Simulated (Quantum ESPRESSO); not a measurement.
**Collinear magnetic orders of Fe3Ge with Quantum ESPRESSO**

Aim: find out which collinear order of Fe3Ge costs least.

Calculated with Quantum ESPRESSO 7.5; PBEsol; plane waves with GBRV 1.5 PBEsol potentials, no spin-orbit coupling.

## 1. Starting point

It takes space group P6_3/mmc (No. 194, hexagonal). Conventional cell: a = 5.169 Å, b = 5.169 Å, c = 4.222 Å, α = 90.00°, β = 90.00°, γ = 120.00°. Nearest to Fe lie 8 Fe at 2.50 to 2.67 Å and 4 Ge at 2.58 to 2.61 Å. Nearest to Ge lie 12 Fe at 2.58 to 2.61 Å. Farther neighbours are not listed.

The cell comes from the Crystallography Open Database.

## 2. Run 1, typed as ferro ++++++

The signs are those of the starting moments on the seeded atoms, the atoms that are given a moment.

pw.in reads:

```
&CONTROL
  calculation = 'scf'
  prefix = 'pwscf'
  outdir = './tmp'
  pseudo_dir = './pseudo'
  disk_io = 'nowf'
/
&SYSTEM
  ibrav = 0
  celldm(1) = 8
  nat = 8
  ntyp = 2
  ecutwfc = 40
  ecutrho = 280
  nbnd = 85
  occupations = 'smearing'
  smearing = 'fd'
  degauss = 0.0110248
  nspin = 2
  starting_magnetization(1) = 0.175
  starting_magnetization(2) = 0
/
&ELECTRONS
  conv_thr = 1.6d-08
  electron_maxstep = 150
  mixing_beta = 0.3
/
ATOMIC_SPECIES
Fe     55.8450 fe_pbesol_v1.5.uspp.F.UPF
Ge     72.6300 ge_pbesol_v1.4.uspp.F.UPF
CELL_PARAMETERS alat
   1.2209992922738    0.0000000000000    0.0000000000000
  -0.6104996461369    1.0574164051210    0.0000000000000
   0.0000000000000    0.0000000000000    0.9973029622713
ATOMIC_POSITIONS crystal
Fe      0.8390000000    0.6780000000    0.2500000000
Fe      0.1610000000    0.8390000000    0.7500000000
Fe      0.3220000000    0.1610000000    0.2500000000
Fe      0.1610000000    0.3220000000    0.7500000000
Fe      0.8390000000    0.1610000000    0.2500000000
Fe      0.6780000000    0.8390000000    0.7500000000
Ge      0.3333333333    0.6666666667    0.2500000000
Ge      0.6666666667    0.3333333333    0.7500000000
K_POINTS automatic
8 8 10 0 0 0
```

The run is started by

```console
OMP_NUM_THREADS=1 mpirun -n 4 pw.x -nk 4 -in pw.in > pw.out
```

The log of the run:

```text
Program PWSCF v.7.5 starts

     Message from routine setup:
     using ibrav=0 with symmetry is DISCOURAGED, use correct ibrav instead

     K-points division:     npool     =       4
     Subspace diagonalization in iterative solution of the eigenvalue problem:

     G-vector sticks info
     --------------------
     sticks:   dense  smooth     PW     G-vecs:    dense   smooth      PW
     Sum        1831    1045    313                51997    22545    3665

     Using Slab Decomposition

     bravais-lattice index     =            0
     lattice parameter (alat)  =       8.0000  a.u.
     unit-cell volume          =     659.2627 (a.u.)^3
     number of atoms/cell      =            8
     number of atomic types    =            2
     number of electrons       =       124.00
     number of Kohn-Sham states=           85
     kinetic-energy cutoff     =      40.0000  Ry
     charge density cutoff     =     280.0000  Ry
     scf convergence threshold =      1.6E-08
     mixing beta               =       0.3000
     number of iterations used =            8  plain     mixing
     Exchange-correlation= SLA  PW   PSX  PSC
                           (   1   4  10   8   0   0   0)

     celldm(1)=   8.000000  celldm(2)=   0.000000  celldm(3)=   0.000000
     celldm(4)=   0.000000  celldm(5)=   0.000000  celldm(6)=   0.000000

     crystal axes: (cart. coord. in units of alat)
               a(1) = (   1.220999   0.000000   0.000000 )
               a(2) = (  -0.610500   1.057416   0.000000 )
               a(3) = (   0.000000   0.000000   0.997303 )

     reciprocal axes: (cart. coord. in units 2 pi/alat)
               b(1) = (  0.819001  0.472851 -0.000000 )
               b(2) = (  0.000000  0.945701  0.000000 )
               b(3) = (  0.000000 -0.000000  1.002704 )

     PseudoPot. # 1 for Fe read from file:
     fe_pbesol_v1.5.uspp.F.UPF
     Pseudo is Ultrasoft + core correction, Zval = 16.0
     Generated by new atomic code, or converted to UPF format
     Using radial grid of  861 points,  6 beta functions with:
                l(1) =   0
                l(2) =   0
                l(3) =   1
                l(4) =   1
                l(5) =   2
                l(6) =   2
     Q(r) pseudized with  8 coefficients,  rinner =    1.000   1.000   1.000
                                                       1.000   1.000

     PseudoPot. # 2 for Ge read from file:
     ge_pbesol_v1.4.uspp.F.UPF
     Pseudo is Ultrasoft + core correction, Zval = 14.0
     Generated by new atomic code, or converted to UPF format
     Using radial grid of  873 points,  6 beta functions with:
                l(1) =   0
                l(2) =   0
                l(3) =   1
                l(4) =   1
                l(5) =   2
                l(6) =   2
     Q(r) pseudized with  8 coefficients,  rinner =    1.400   1.400   1.400
                                                       1.400   1.400

     atomic species   valence    mass     pseudopotential
     Fe               16.00    55.84500     Fe( 1.00)
     Ge               14.00    72.63000     Ge( 1.00)

     Starting magnetic structure
     atomic species   magnetization
     Fe              0.175
     Ge              0.000

     24 Sym. Ops., with inversion, found (12 have fractional translation)

   Cartesian axes

     site n.     atom                  positions (alat units)
         1        Fe     tau(   1) = (   0.6104996   0.7169283   0.2493257  )
         2        Fe     tau(   2) = (  -0.3156283   0.8871724   0.7479772  )
         3        Fe     tau(   3) = (   0.2948713   0.1702440   0.2493257  )
         4        Fe     tau(   4) = (   0.0000000   0.3404881   0.7479772  )
         5        Fe     tau(   5) = (   0.9261280   0.1702440   0.2493257  )
         6        Fe     tau(   6) = (   0.3156283   0.8871724   0.7479772  )
         7        Ge     tau(   7) = (  -0.0000000   0.7049443   0.2493257  )
         8        Ge     tau(   8) = (   0.6104996   0.3524721   0.7479772  )

     number of k points=    60  Fermi-Dirac smearing, width (Ry)=  0.0110
                       cart. coord. in units 2pi/alat
        k(    1) = (   0.0000000   0.0000000   0.0000000), wk =   0.0015625
        k(    2) = (   0.0000000   0.0000000   0.1002704), wk =   0.0031250
        k(    3) = (   0.0000000   0.0000000   0.2005409), wk =   0.0031250
        k(    4) = (   0.0000000   0.0000000   0.3008113), wk =   0.0031250
        k(    5) = (   0.0000000   0.0000000   0.4010817), wk =   0.0031250
        [... 55 further k-points ...]

     Dense  grid:    51997 G-vectors     FFT dimensions: (  54,  54,  48)

     Smooth grid:    22545 G-vectors     FFT dimensions: (  40,  40,  36)

     Check: negative core charge=   -0.000048
     Generating pointlists ...
     new r_m :   0.2433 (alat units)  1.9462 (a.u.) for type    1
     new r_m :   0.2519 (alat units)  2.0150 (a.u.) for type    2

     Initial potential from superposition of free atoms

     starting charge     117.9984, renormalised to     124.0000
     Starting wfcs are   96 randomized atomic wfcs

     Self-consistent Calculation

     iteration #  1     ecut=    40.00 Ry     beta= 0.30
     Davidson diagonalization with overlap
     ethr =  1.00E-02,  avg # of iterations =  2.8

     total energy              =   -1926.76871204 Ry
     estimated scf accuracy    <       7.18114445 Ry

     total magnetization       =    12.48 Bohr mag/cell
     absolute magnetization    =    12.95 Bohr mag/cell

     iteration #  2     ecut=    40.00 Ry     beta= 0.30
     Davidson diagonalization with overlap
     ethr =  5.79E-03,  avg # of iterations =  2.0

     total energy              =   -1927.52721852 Ry
     estimated scf accuracy    <       0.67624163 Ry

     total magnetization       =    13.10 Bohr mag/cell
     absolute magnetization    =    13.77 Bohr mag/cell

     iteration #  3     ecut=    40.00 Ry     beta= 0.30
     Davidson diagonalization with overlap
     ethr =  5.45E-04,  avg # of iterations =  3.3

     total energy              =   -1927.61624186 Ry
     estimated scf accuracy    <       0.13045210 Ry

     total magnetization       =    13.30 Bohr mag/cell
     absolute magnetization    =    13.97 Bohr mag/cell

     [... further iterations left out ...]

     iteration # 10     ecut=    40.00 Ry     beta= 0.30
     Davidson diagonalization with overlap
     ethr =  1.98E-09,  avg # of iterations =  1.7

     total energy              =   -1927.64092388 Ry
     estimated scf accuracy    <       0.00000020 Ry

     total magnetization       =    13.05 Bohr mag/cell
     absolute magnetization    =    13.98 Bohr mag/cell

     iteration # 11     ecut=    40.00 Ry     beta= 0.30
     Davidson diagonalization with overlap
     ethr =  1.60E-10,  avg # of iterations =  2.0

     total energy              =   -1927.64092408 Ry
     estimated scf accuracy    <       0.00000008 Ry

     total magnetization       =    13.05 Bohr mag/cell
     absolute magnetization    =    13.98 Bohr mag/cell

     iteration # 12     ecut=    40.00 Ry     beta= 0.30
     Davidson diagonalization with overlap
     ethr =  6.61E-11,  avg # of iterations =  1.6

     total energy              =   -1927.64092418 Ry
     estimated scf accuracy    <       0.00000002 Ry

     total magnetization       =    13.05 Bohr mag/cell
     absolute magnetization    =    13.98 Bohr mag/cell

     iteration # 13     ecut=    40.00 Ry     beta= 0.30
     Davidson diagonalization with overlap
     ethr =  1.39E-11,  avg # of iterations =  2.0

     Magnetic moment per site  (integrated on atomic sphere of radius R)
     atom   1 (R=0.243)  charge= 14.4798  magn=  2.2213
     atom   2 (R=0.243)  charge= 14.4798  magn=  2.2213
     atom   3 (R=0.243)  charge= 14.4798  magn=  2.2213
     atom   4 (R=0.243)  charge= 14.4798  magn=  2.2213
     atom   5 (R=0.243)  charge= 14.4798  magn=  2.2213
     atom   6 (R=0.243)  charge= 14.4798  magn=  2.2213
     atom   7 (R=0.252)  charge= 12.1880  magn= -0.1061
     atom   8 (R=0.252)  charge= 12.1880  magn= -0.1061

     End of self-consistent calculation

     Number of k-points >= 100: set verbosity='high' to print the bands.

     the Fermi energy is    17.3760 ev

!    total energy              =   -1927.64092425 Ry
     estimated scf accuracy    <          5.9E-09 Ry
     smearing contrib. (-TS)   =      -0.03519878 Ry
     internal energy E=F+TS    =   -1927.60572547 Ry

     The total energy is F=E-TS. E is the sum of the following terms:
     one-electron contribution =    -904.28389293 Ry
     hartree contribution      =     540.61269743 Ry
     xc contribution           =    -289.20662085 Ry
     ewald contribution        =   -1274.72790912 Ry

     total magnetization       =    13.05 Bohr mag/cell
     absolute magnetization    =    13.98 Bohr mag/cell

     convergence has been achieved in  13 iterations

=------------------------------------------------------------------------------=
   JOB DONE.
=------------------------------------------------------------------------------=
```

The job ended after 2.8 min (4 MPI ranks of Intel Xeon at 2.70GHz, shared host; peak memory 0.89 GiB).

Spin moment in the atom's sphere by atom:

```csv
atom,spin moment in the atom's sphere (μB)
Fe1,2.22
Fe2,2.22
Fe3,2.22
Fe4,2.22
Fe5,2.22
Fe6,2.22
Ge7,-0.11
Ge8,-0.11
```

This step gave:

- smearing term TS: 0.4789 eV
- magnetization: 13.05 μB
- absolute magnetization: 13.98 μB
- final state: ferromagnetic

[end of part 1 of 2]

[Logs and program files are shortened in this print: banners, set-up blocks, solver, clock and traceback lines can be left out without a mark of their own.]

[Logs are printed without paths, hosts, clocks, repeated set-up lines and the standing remarks that a program may print on its own settings, such as how far it seeks lower states.]

[Hosts, paths, dates, database ids (printed as entryN), source tags and the programs' standing remarks are cut or masked in the printed files.]

[Where a cell is said to come from a database of computed structures, the database is the Materials Project.]
